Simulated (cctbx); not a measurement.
# Diagnosing a refinement

Cell a = 9.5970 Å, b = 9.5970 Å, c = 6.0670 Å, α = 90.00°, β = 90.00°, γ = 120.00°; space group P6_3mc (no. 186).

The data are simulated with cctbx, not measured: Mo Kα, λ = 0.71073 Å, to d = 0.84 Å, 80 % of the full sphere, strongest reflection 70000 counts, noise from counting, a 2 % proportional error and a noise floor of 8 counts (s.d.); no absorption.

An anisotropic refinement with weights 1/σ² prints:

```text
Rint 0.017, 30 unique reflections to 2.05 A
cycle     R1     wR2    GooF  max shift (A)
   1  0.0059  0.0138   2.144   0.00563
  12  0.0025  0.0067   1.047   0.00086
final R1 0.0025 wR2 0.0067 GooF 1.046  parameters 21  data/parameter 1.4
atom        x        y        z      Ueq    occ   su(xyz)  su(Uiso or U11)
Er1    0.45909  0.91819  0.56381   0.0065  1.000  0.00317  0.0058  NPD
Er2    0.66667  0.33333  0.56513   0.0051  1.000  0.00468  0.0052  NPD
Er3    0.87337  0.74673  0.77164   0.0124  1.000  0.00135  0.0141  NPD
Ru1    0.18703  0.37406  0.81121   0.0181  1.000  0.00439  0.0093  NPD
difference map: max 0.02 min -0.03 rms 0.01
Q1    0.0000  0.0000  0.3176    2    0.02  2.12 A from Er3
Q2    0.3333  0.6667  0.5896    2    0.02  2.10 A from Er1
Q3    0.0299  0.5150  0.8242    6    0.02  1.64 A from Er1
Q4    0.1875  0.3750  0.5577    6    0.01  1.54 A from Ru1
Q5    0.1000  0.3000  0.5833   12    0.01  1.59 A from Ru1
Q6    0.0195  0.2770  0.0579   12    0.01  1.74 A from Er3
```

**Question.** Can this result stand? If not, what is the likely fault?

Mend it. The fault: data cut at low resolution. Against the right model at the same level, R1 goes from 0.0050 to 0.0025 and GooF from 0.94 to 1.05 and Er1, Er2, Er3 and Ru1 go non-positive-definite. The atoms are right, but there are too few data for the parameters: R1 flatters and the s.u.s grow. Data per parameter fall from 16.3 to 1.4.

The compound is Er7Ru3. The right model at the same level gives:

```text
Rint 0.019, 343 unique reflections to 0.84 A
cycle     R1     wR2    GooF  max shift (A)
   1  0.0143  0.0389   3.193   0.00126
   2  0.0050  0.0115   0.940   0.00000
final R1 0.0050 wR2 0.0115 GooF 0.940  parameters 21  data/parameter 16.3
atom        x        y        z      Ueq    occ   su(xyz)  su(Uiso or U11)
Er1    0.45902  0.91805  0.56317   0.0107  1.000  0.00003  0.0001
Er2    0.66667  0.33333  0.56456   0.0104  1.000  0.00004  0.0001
Er3    0.87379  0.74759  0.77089   0.0102  1.000  0.00003  0.0001
Ru1    0.18682  0.37365  0.81589   0.0170  1.000  0.00006  0.0001
Flack x: 0.009(9)
Hooft y: 0.015(8)  Bijvoet pairs: 153
difference map: max 0.33 min -0.47 rms 0.08
Q1    0.1024  0.2047  0.9163    6    0.36  1.53 A from Ru1
Q2    0.2793  0.5586  0.6669    6    0.30  1.78 A from Ru1
Q3    0.1134  0.5567  0.2368    6    0.29  1.94 A from Er1
Q4    0.1248  0.4502  0.1635   12    0.28  2.01 A from Er3
Q5    0.1260  0.5630  0.9151    6    0.24  1.95 A from Er2
Q6    0.2961  0.5921  0.3957    6    0.21  2.10 A from Er2
```

This is a model crystal, built by substitution and not relaxed, with assumed displacement parameters.

[Middle refinement cycles are left out of these outputs.]

[Logs are printed without paths, hosts, clocks, repeated set-up lines and the standing remarks that a program may print on its own settings, such as how far it seeks lower states.]
